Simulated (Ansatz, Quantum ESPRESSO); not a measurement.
# Lattice dynamics of BP (F-43m) in two programs

Aim: the phonon dispersion of BP (F-43m), checked by a second program.

Main program and level: Quantum ESPRESSO 7.5; DFT LDA, scalar-relativistic, plane waves, GBRV ultrasoft pseudopotentials.

**Measured values to reproduce.**

“Thermal expansion coefficients of high thermal conducting BAs and BP materials” (2019, arxiv:1906.04101) reports for BP, zinc blende, by single-crystal XRD (Mo K-alpha) (metal-flux-grown single crystal, 100 K): lattice constant a (cubic a at 100 K) 4.5383 ± 0.0008 Å.

For BP, zinc blende (synthetic BP; powder or crystal not specified, 300 K), “Boron phosphide under pressure: in situ study by Raman scattering and X-ray diffraction” (2015, arxiv:1505.05714) gives, by Raman scattering, 514.5 nm, backscattering: Raman mode (TO at Gamma (T2), ambient spectrum) 794 cm⁻¹ [very weak band; the pressure fit in the same paper quotes about 797 cm-1].

This is a report of a sequence of runs, with most program output left out.

## 1. Set-up

Symmetry: F-43m, No. 216, cubic system. The conventional cell has a = 4.538 Å, b = 4.538 Å, c = 4.538 Å, α = 90.00°, β = 90.00°, γ = 90.00°. Nearest to B lie 4 P at 1.97 Å. P has 4 B at 1.97 Å nearest. Farther neighbours are not listed.

Structure file:

```
B P
1.0
    -2.26900    0.00000    2.26900
     0.00000    2.26900    2.26900
    -2.26900    2.26900    0.00000
B P
1 1
Direct
  0.00000 0.00000 0.00000
  0.25000 0.25000 0.25000
```

## 2. A probe with smearing

Before anything dear is run, a loose run with smearing shows whether this is a metal and how far the cell is from rest.

The input, probe.in:

```
 &control
    calculation='scf',
    prefix='x',
    outdir='./tmp',
    pseudo_dir='./pseudo',
    tprnfor=.true.,
    tstress=.true.,
    verbosity='high',
 /
 &system
    ibrav=2,
    celldm(1)=8.57557715,
    nat=2,
    ntyp=2,
    ecutwfc=40.0,
    ecutrho=240.0,
    occupations='smearing',
    smearing='gaussian',
    degauss=0.01,
 /
 &electrons
    conv_thr=1.0d-07,
    mixing_beta=0.7,
    electron_maxstep=100,
 /
ATOMIC_SPECIES
 B      10.8100  B.upf
 P      30.9738  P.upf
ATOMIC_POSITIONS crystal
 B      0.000000000   0.000000000   0.000000000
 P      0.250000000   0.250000000   0.250000000
K_POINTS automatic
 6 6 6 0 0 0
```

Command:

```console
$ OMP_NUM_THREADS=1 mpirun -n 2 pw.x -nk 2 -in probe.in > probe.out
```

It took 2.7 s on 2 MPI ranks of Arm Neoverse N1, shared host.

This step gave:

| Item | Value |
| --- | --- |
| volume per atom | 11.68 Å³ |
| pressure | -4.806 GPa |
| gap on the k-mesh | 1.297 eV |

A gap of 1.3 eV opens on this mesh, so the crystal is taken as an insulator; the start stands at -4.8 GPa.

## 3. Relaxation

Frequencies change by per cents with a per cent of volume, so the structure is first brought to rest at this level of theory.

The input, relax.in:

```
 &control
    calculation='vc-relax',
    prefix='x',
    outdir='./tmp',
    pseudo_dir='./pseudo',
    tprnfor=.true.,
    tstress=.true.,
    forc_conv_thr=2.0d-05,
    etot_conv_thr=1.0d-07,
    nstep=40,
 /
 &system
    ibrav=2,
    celldm(1)=8.57557715,
    nat=2,
    ntyp=2,
    ecutwfc=40.0,
    ecutrho=240.0,
    occupations='fixed',
    nbnd=6,
 /
 &electrons
    conv_thr=1.0d-11,
    mixing_beta=0.7,
    electron_maxstep=100,
 /
 &ions
 /
 &cell
    press_conv_thr=0.1,
 /
ATOMIC_SPECIES
 B      10.8100  B.upf
 P      30.9738  P.upf
ATOMIC_POSITIONS crystal
 B      0.000000000   0.000000000   0.000000000
 P      0.250000000   0.250000000   0.250000000
K_POINTS automatic
 8 8 8 0 0 0
```

Command:

```console
$ OMP_NUM_THREADS=1 mpirun -n 2 pw.x -nk 2 -in relax.in > relax.out
```

It took 15 s on 2 MPI ranks.

Relaxation path:

| step | energy less that of the first step (eV) | largest force (eV/Å) | pressure (GPa) | volume (Å³) |
| --- | --- | --- | --- | --- |
| 1 | 0.0000 | 0.0000 | -4.92 | 23.36 |
| 2 | -0.0105 | 0.0000 | -0.78 | 22.78 |
| 3 | -0.0107 | 0.0000 | 0.03 | 22.68 |
| 4 | -0.0107 | 0.0000 | 0.00 | 22.68 |
| 5 | -0.0106 | 0.0000 | -0.01 | 22.68 |

| conventional cell, symmetrised | before | after | change |
| --- | --- | --- | --- |
| a (Å) | 4.538 | 4.493 | -1.0 % |
| b (Å) | 4.538 | 4.493 | -1.0 % |
| c (Å) | 4.538 | 4.493 | -1.0 % |
| volume (Å³/atom) | 11.68 | 11.34 | -2.9 % |

The relaxed structure:

```
B P
1.0
    -2.24670    0.00000    2.24670
     0.00000    2.24670    2.24670
    -2.24670    2.24670    0.00000
B P
1 1
Direct
  0.00000 0.00000 0.00000
  0.25000 0.25000 0.25000
```

The last row of the table of steps is pw.x's closing run on a basis chosen anew for the final cell, so its energy can jump.

This step gave:

```
volume per atom   : 11.34 Å³
pressure          : -0.01 GPa
gap on the k-mesh : 1.184 eV
```

The volume changes by -2.9 % from the cell with which this run began.

## 4. Self-consistent run for the response

Perturbation theory inherits every error of the wavefunctions, so the threshold is set near the limit of the arithmetic. With a gap, occupations are fixed, which also allows the response to an electric field.

The input, scf.in:

```
 &control
    calculation='scf',
    prefix='x',
    outdir='./tmp',
    pseudo_dir='./pseudo',
    tprnfor=.true.,
    tstress=.true.,
 /
 &system
    ibrav=2,
    celldm(1)=8.49129658,
    nat=2,
    ntyp=2,
    ecutwfc=40.0,
    ecutrho=240.0,
    occupations='fixed',
    nbnd=6,
 /
 &electrons
    conv_thr=1.0d-12,
    mixing_beta=0.7,
    electron_maxstep=100,
 /
ATOMIC_SPECIES
 B      10.8100  B.upf
 P      30.9738  P.upf
ATOMIC_POSITIONS crystal
 B      0.000000000   0.000000000   0.000000000
 P      0.250000000   0.250000000   0.250000000
K_POINTS automatic
 8 8 8 0 0 0
```

Command:

```console
$ OMP_NUM_THREADS=1 mpirun -n 2 pw.x -nk 2 -in scf.in > scf.out
```

It took 4.8 s on 2 MPI ranks; 9.2 s of CPU time.

The cell stands at -0.01 GPa, close enough for phonons.

## 5. Phonons on a q mesh

Linear response treats each wavevector in the unit cell, with no supercell; the 4×4×4 mesh fixes the range of the force constants to be had.

The input, ph.in:

```
phonons
 &inputph
    prefix='x',
    outdir='./tmp',
    fildyn='x.dyn',
    tr2_ph=1.0d-18,
    epsil=.true.,
    ldisp=.true.,
    nq1=4,
    nq2=4,
    nq3=4,
 /
```

Command:

```console
$ OMP_NUM_THREADS=1 mpirun -n 2 ph.x -nk 2 -in ph.in > ph.out
```

The job ended after 19 min (2 MPI ranks).

Numbers from this step:

```
miss of the charge sum rule                                        : 0.07220 e
largest acoustic frequency at the zone centre before the sum rule  : -5.22 cm⁻¹
highest optical zone-centre mode (no LO-TO term)                   : 820.6 cm⁻¹
lowest optical zone-centre mode                                    : 820.6 cm⁻¹
mean high-frequency dielectric constant                            : 9.520
largest Born charge in size (third of the trace)                   : 0.6593 e
lowest mode on the q mesh (acoustic ones at the zone centre apart) : 177.9 cm⁻¹
```

Frequencies (cm⁻¹) at each irreducible wavevector; negative means imaginary. Frequencies by wavevector:

| q (fractions) | star | mode 1 | mode 2 | mode 3 | mode 4 | mode 5 | mode 6 |
| --- | --- | --- | --- | --- | --- | --- | --- |
| 0 0 0 | 1 | -5.22 | -5.22 | -5.22 | 820.6 | 820.6 | 820.6 |
| 0 0 0.25 | 8 | 177.9 | 177.9 | 351.6 | 794.3 | 794.3 | 809.6 |
| 0 0 -0.5 | 4 | 222.2 | 222.2 | 517.1 | 774.3 | 782 | 782 |
| 0 0.25 0.25 | 6 | 239.7 | 239.7 | 367.6 | 765.1 | 765.1 | 822.9 |
| 0 0.25 -0.5 | 24 | 282.8 | 366.5 | 464.5 | 717.6 | 746 | 804.2 |
| 0 0.25 -0.25 | 12 | 261.5 | 356.8 | 418.2 | 729.4 | 757.8 | 806.1 |
| 0 -0.5 -0.5 | 3 | 310.5 | 310.5 | 536 | 728.6 | 728.6 | 803.2 |
| 0.25 -0.5 -0.25 | 6 | 369.1 | 415.7 | 444 | 683.5 | 728.5 | 800.3 |

Born charge (rows field, columns displacement), before the sum rule (e), principal values of the symmetric part by kind of site:

| atom | atoms with these values | low | middle | high | mean |
| --- | --- | --- | --- | --- | --- |
| B1 | 1 | -0.6593 | -0.6593 | -0.6593 | -0.6593 |
| P2 | 1 | 0.5871 | 0.5871 | 0.5871 | 0.5871 |

In full for B1:

```
-0.6593  0.0000  0.0000
 0.0000 -0.6593  0.0000
 0.0000  0.0000 -0.6593
```

High-frequency dielectric tensor:

```
9.52 0.00 0.00
0.00 9.52 0.00
0.00 0.00 9.52
```

The acoustic modes at Γ come out as far as 5.2 cm⁻¹ from zero, where they should vanish, a small numerical error; the Born charges miss their sum rule by 0.072 e, too much: mesh or cutoff is short for the field response.

## 6. Fourier transform to real space

The dynamical matrices of the mesh are Fourier-transformed to force constants in real space, after the long-range dipole part is taken out.

The input, q2r.in:

```
 &input
    fildyn='x.dyn',
    zasr='crystal',
    flfrc='x.fc',
 /
```

Command:

```console
$ q2r.x < q2r.in > q2r.out
```

Wall time 0.51 s (1 thread).

## 7. Interpolated phonon bands

From the force constants any wavevector is cheap; points of the mesh come back as solved, but for the sum rule and, in polar crystals, the LO-TO term at Γ; the rest is interpolation.

The input, matdyn.in:

```
 &input
    asr='crystal',
    flfrc='x.fc',
    flfrq='x.freq',
    flvec='x.modes',
    q_in_band_form=.true.,
    q_in_cryst_coord=.true.,
 /
8
  0.0000000   0.0000000   0.0000000  12  ! GAMMA
 -0.0000000   0.5000000   0.5000000  12  ! X
 -0.0000000   0.6250000   0.3750000   1  ! U
 -0.3750000   0.3750000   0.0000000  12  ! K
  0.0000000   0.0000000   0.0000000  12  ! GAMMA
  0.0000000   0.5000000   0.0000000  12  ! L
 -0.2500000   0.5000000   0.2500000  12  ! W
 -0.0000000   0.5000000   0.5000000   1  ! X
```

Command:

```console
$ matdyn.x -in matdyn.in > matdyn.out
```

It took 0.52 s on 1 thread.

Numbers from this step:

```yaml
lowest_frequency_on_the_path: 0 cm⁻¹
```

Matdyn.x, sum rule crystal. The phonon branches at the labelled points (cm⁻¹):

| point | branch 1 | branch 2 | branch 3 | branch 4 | branch 5 | branch 6 |
| --- | --- | --- | --- | --- | --- | --- |
| Γ | 0 | 0 | 0 | 821 | 821 | 827 |
| halfway | 240 | 240 | 368 | 765 | 765 | 823 |
| X | 310 | 310 | 536 | 729 | 729 | 803 |
| halfway | 311 | 343 | 520 | 716 | 729 | 804 |
| U | 308 | 404 | 479 | 692 | 733 | 807 |
| jump to K | 308 | 404 | 479 | 692 | 733 | 807 |
| halfway | 215 | 284 | 363 | 772 | 779 | 805 |
| Γ | 0 | 0 | 0 | 821 | 821 | 827 |
| halfway | 178 | 178 | 352 | 794 | 794 | 810 |
| L | 222 | 222 | 517 | 774 | 782 | 782 |
| halfway | 287 | 346 | 480 | 710 | 753 | 803 |
| W | 369 | 416 | 444 | 684 | 728 | 800 |
| halfway | 339 | 348 | 506 | 707 | 729 | 802 |
| X | 310 | 310 | 536 | 729 | 729 | 803 |

All branches are real along the path.

## 8. Sums over the zone

Sums over the zone need many more wavevectors than were solved, so the interpolation is sampled on a dense mesh.

The input, matdyn.in:

```
 &input
    asr='crystal',
    flfrc='x.fc',
    dos=.true.,
    fldos='x.dos',
    nk1=17,
    nk2=17,
    nk3=17,
    deltaE=1.0,
 /
```

Command:

```console
$ matdyn.x -in matdyn.in > matdyn.out
```

The job ended after 16 s (1 thread).

Numbers from this step:

```
share of modes beyond 3i cm⁻¹ on the dense interpolated mesh : 0
zero-point energy per atom                                   : 102.7 meV
heat capacity at 300 K                                       : 14.49 J/(mol atoms K)
vibrational entropy at 300 K                                 : 9.893 J/(mol atoms K)
```

The phonon density of states has structure finer than the step of the table below, so its rows give means over 25 cm⁻¹, whole bins alone (the curve runs from 0 to 825 cm⁻¹). Peaks (cm⁻¹: height): total 310.0: 0.0169, 735.0: 0.0312, 805.0: 0.117; B 735.0: 0.0257, 805.0: 0.103; P 310.0: 0.0137, 465.0: 0.0136, 735.0: 0.00546, 805.0: 0.0139.

Tetrahedra. The phonon density of states by wavenumber; means over each step; values in 1/cm⁻¹/cell:

| wavenumber (cm⁻¹) | total | B | P |
| --- | --- | --- | --- |
| 25 | 1.5e-5 | 4.0e-6 | 1.0e-5 |
| 50 | 9.6e-5 | 2.6e-5 | 7.2e-5 |
| 75 | 2.7e-4 | 7.1e-5 | 2.0e-4 |
| 100 | 5.7e-4 | 1.4e-4 | 4.3e-4 |
| 125 | 9.3e-4 | 2.3e-4 | 7.0e-4 |
| 150 | 0.00152 | 3.7e-4 | 0.00114 |
| 175 | 0.00235 | 5.7e-4 | 0.00179 |
| 200 | 0.00384 | 9.0e-4 | 0.00294 |
| 225 | 0.00777 | 0.00176 | 0.00601 |
| 250 | 0.00999 | 0.00217 | 0.00781 |
| 275 | 0.0112 | 0.00231 | 0.00893 |
| 300 | 0.0140 | 0.00267 | 0.0113 |
| 325 | 0.0124 | 0.00217 | 0.0102 |
| 350 | 0.00893 | 0.00142 | 0.00752 |
| 375 | 0.00746 | 0.00110 | 0.00636 |
| 400 | 0.00730 | 9.9e-4 | 0.00630 |
| 425 | 0.00447 | 5.6e-4 | 0.00391 |
| 450 | 0.0108 | 7.2e-4 | 0.0101 |
| 475 | 0.0106 | 5.2e-4 | 0.0101 |
| 500 | 0.00461 | 1.4e-4 | 0.00446 |
| 525 | 9.2e-4 | 1.5e-5 | 9.0e-4 |
| 550 | 5.0e-7 | 0 | 5.0e-7 |
| 575 | 0 | 0 | 0 |
| 600 | 0 | 0 | 0 |
| 625 | 0 | 0 | 0 |
| 650 | 0 | 0 | 0 |
| 675 | 9.2e-4 | 9.1e-4 | 1.5e-5 |
| 700 | 0.0108 | 0.0102 | 5.7e-4 |
| 725 | 0.0191 | 0.0163 | 0.00286 |
| 750 | 0.0243 | 0.0198 | 0.00458 |
| 775 | 0.0180 | 0.0141 | 0.00388 |
| 800 | 0.0408 | 0.0351 | 0.00575 |

Harmonic thermodynamic functions per atom, summed over the density of states scaled to three modes an atom; melting is ignored. Thermodynamic functions:

| T (K) | F_vib (meV/atom) | S (J/mol-atom/K) | C_V (J/mol-atom/K) |
| --- | --- | --- | --- |
| 0 | 102.7 | 0 | 0 |
| 50 | 102.7 | 0.099 | 0.373 |
| 100 | 102.4 | 1.034 | 2.928 |
| 200 | 99.39 | 5.066 | 9.361 |
| 300 | 91.65 | 9.893 | 14.49 |
| 400 | 78.94 | 14.56 | 17.84 |
| 500 | 61.63 | 18.78 | 19.92 |
| 600 | 40.18 | 22.54 | 21.25 |
| 700 | 15.05 | 25.88 | 22.13 |
| 800 | -13.35 | 28.88 | 22.74 |
| 900 | -44.71 | 31.59 | 23.17 |
| 1000 | -78.74 | 34.04 | 23.49 |

At 300 K the heat capacity has reached 58 % of the Dulong-Petit value.

## 9. Zone-centre analysis

A rigid shift of the crystal must cost nothing, but grids and finite bases break this; the acoustic sum rule is imposed before the matrix is diagonalised again. With Born charges the intensities follow, and the static dielectric tensor.

The input, dynmat.in:

```
 &input
    fildyn='x.dyn1',
    asr='simple',
    fileig='dynmat.eig',
    lperm=.true.,
 /
```

Command:

```console
$ dynmat.x -in dynmat.in > dynmat.out
```

Wall time 0.49 s (1 thread).

This step gave:

| Item | Value |
| --- | --- |
| highest optical zone-centre mode (no LO-TO term) | 820.7 cm⁻¹ |
| lowest optical zone-centre mode | 820.7 cm⁻¹ |
| mean static dielectric constant | 9.676 |

Unit eigenvectors of the mass-weighted matrix after the sum rule; no LO-TO term. The modes at Γ (shares of kinetic energy by element, %):

| mode | frequency (cm⁻¹) | symmetry | B % | P % |
| --- | --- | --- | --- | --- |
| 1 | 0.0 | acoustic | 26 | 74 |
| 2 | 0.0 | acoustic | 26 | 74 |
| 3 | 0.0 | acoustic | 26 | 74 |
| 4 | 820.7 | T2 | 74 | 26 |
| 5 | 820.7 | T2 | 74 | 26 |
| 6 | 820.7 | T2 | 74 | 26 |

Displacements in mode 5 (820.7 cm⁻¹), the largest set to 1:
```
B1   0.00  0.00  1.00
P2   0.00  0.00 -0.35
```

Degenerate modes summed, no LO-TO term. Lines of the infrared spectrum (strongest = 100):

| position (cm⁻¹) | lines merged | label | IR intensity, relative |
| --- | --- | --- | --- |
| 821 | 3 | T2 | 100 |

Static dielectric tensor (ions relaxed, fixed cell):

```
9.68 0.00 0.00
0.00 9.68 0.00
0.00 0.00 9.68
```

The rule moves no optical mode by more than 0.1 cm⁻¹.

## 10. Sum rules set otherwise: a sum rule for molecules or wires on a crystal

This rule also removes rotations, which suits wires and not a crystal; it is tried to see the harm.

The input, dynmat.in:

```
 &input
    fildyn='x.dyn1',
    asr='one-dim',
    fileig='dynmat.eig',
    lperm=.true.,
 /
```

Command:

```console
$ dynmat.x -in dynmat.in > dynmat.out
```

It took 0.49 s on 1 thread.

The program raised no error, yet the settings are not those of a careful run.

The fault: a sum rule for molecules or wires on a crystal; 1 optical mode is projected out to zero frequency, as if it were a rotation.

For a crystal the rule has to be 'simple' or 'crystal'.

Zone-centre frequencies as printed; negative means imaginary. Modes:

| mode | frequency (cm⁻¹) |
| --- | --- |
| 1 | 0 |
| 2 | 0 |
| 3 | 0 |
| 4 | 0 |
| 5 | 820.7 |
| 6 | 820.7 |

## 11. Sum rules set otherwise (asr crystal)

The rule can be imposed in more than one way; the choices should agree where the raw error is small.

The input, dynmat.in:

```
 &input
    fildyn='x.dyn1',
    asr='crystal',
    fileig='dynmat.eig',
    lperm=.true.,
 /
```

Command:

```console
$ dynmat.x -in dynmat.in > dynmat.out
```

Elapsed: 0.49 s, on 1 thread.

Zone-centre frequencies as printed; negative means imaginary. Modes:

| mode | frequency (cm⁻¹) |
| --- | --- |
| 1 | 0 |
| 2 | 0 |
| 3 | 0 |
| 4 | 820.7 |
| 5 | 820.7 |
| 6 | 820.7 |

Against the first rule no mode moves by more than 0.1 cm⁻¹.

## 12. The LO-TO splitting (1 0 0)

A longitudinal polar mode sets up a macroscopic field that stiffens it; the term hangs on the direction from which q goes to zero.

The input, dynmat.in:

```
 &input
    fildyn='x.dyn1',
    asr='simple',
    fileig='dynmat.eig',
    q(1)=1.0,
    q(2)=0.0,
    q(3)=0.0,
 /
```

Command:

```console
$ dynmat.x -in dynmat.in > dynmat.out
```

Elapsed: 0.48 s, on 1 thread.

Read from the output:

- highest mode moved by the LO-TO term: 827.4 cm⁻¹

Zone-centre frequencies as printed; negative means imaginary. Modes:

| mode | frequency (cm⁻¹) |
| --- | --- |
| 1 | 0 |
| 2 | 0 |
| 3 | 0 |
| 4 | 820.7 |
| 5 | 820.7 |
| 6 | 827.4 |

The field moves one mode, from 821 to 827 cm⁻¹; the others stay.

## 13. The dispersion under another sum rule (asr no)

The sum rule corrects the force constants themselves, so it can shift branches at any wavevector, low ones most.

The input, matdyn.in:

```
 &input
    asr='no',
    flfrc='x.fc',
    flfrq='x.freq',
    flvec='x.modes',
    q_in_band_form=.true.,
    q_in_cryst_coord=.true.,
 /
8
  0.0000000   0.0000000   0.0000000   8  ! GAMMA
 -0.0000000   0.5000000   0.5000000   8  ! X
 -0.0000000   0.6250000   0.3750000   1  ! U
 -0.3750000   0.3750000   0.0000000   8  ! K
  0.0000000   0.0000000   0.0000000   8  ! GAMMA
  0.0000000   0.5000000   0.0000000   8  ! L
 -0.2500000   0.5000000   0.2500000   8  ! W
 -0.0000000   0.5000000   0.5000000   1  ! X
```

Command:

```console
$ matdyn.x -in matdyn.in > matdyn.out
```

It took 0.51 s on 1 thread.

Read from the output:

| Property | Result |
| --- | --- |
| lowest frequency on the path | -5.223 cm⁻¹ |

(Part 1 of 2 ends here.)

[Host names and launcher messages were left out of these logs when they were recorded.]

[Logs are printed without paths, hosts, clocks, repeated set-up lines and the standing remarks that a program may print on its own settings, such as how far it seeks lower states.]

[Hosts, paths, dates, database ids (printed as entryN), source tags and the programs' standing remarks are cut or masked in the printed files.]
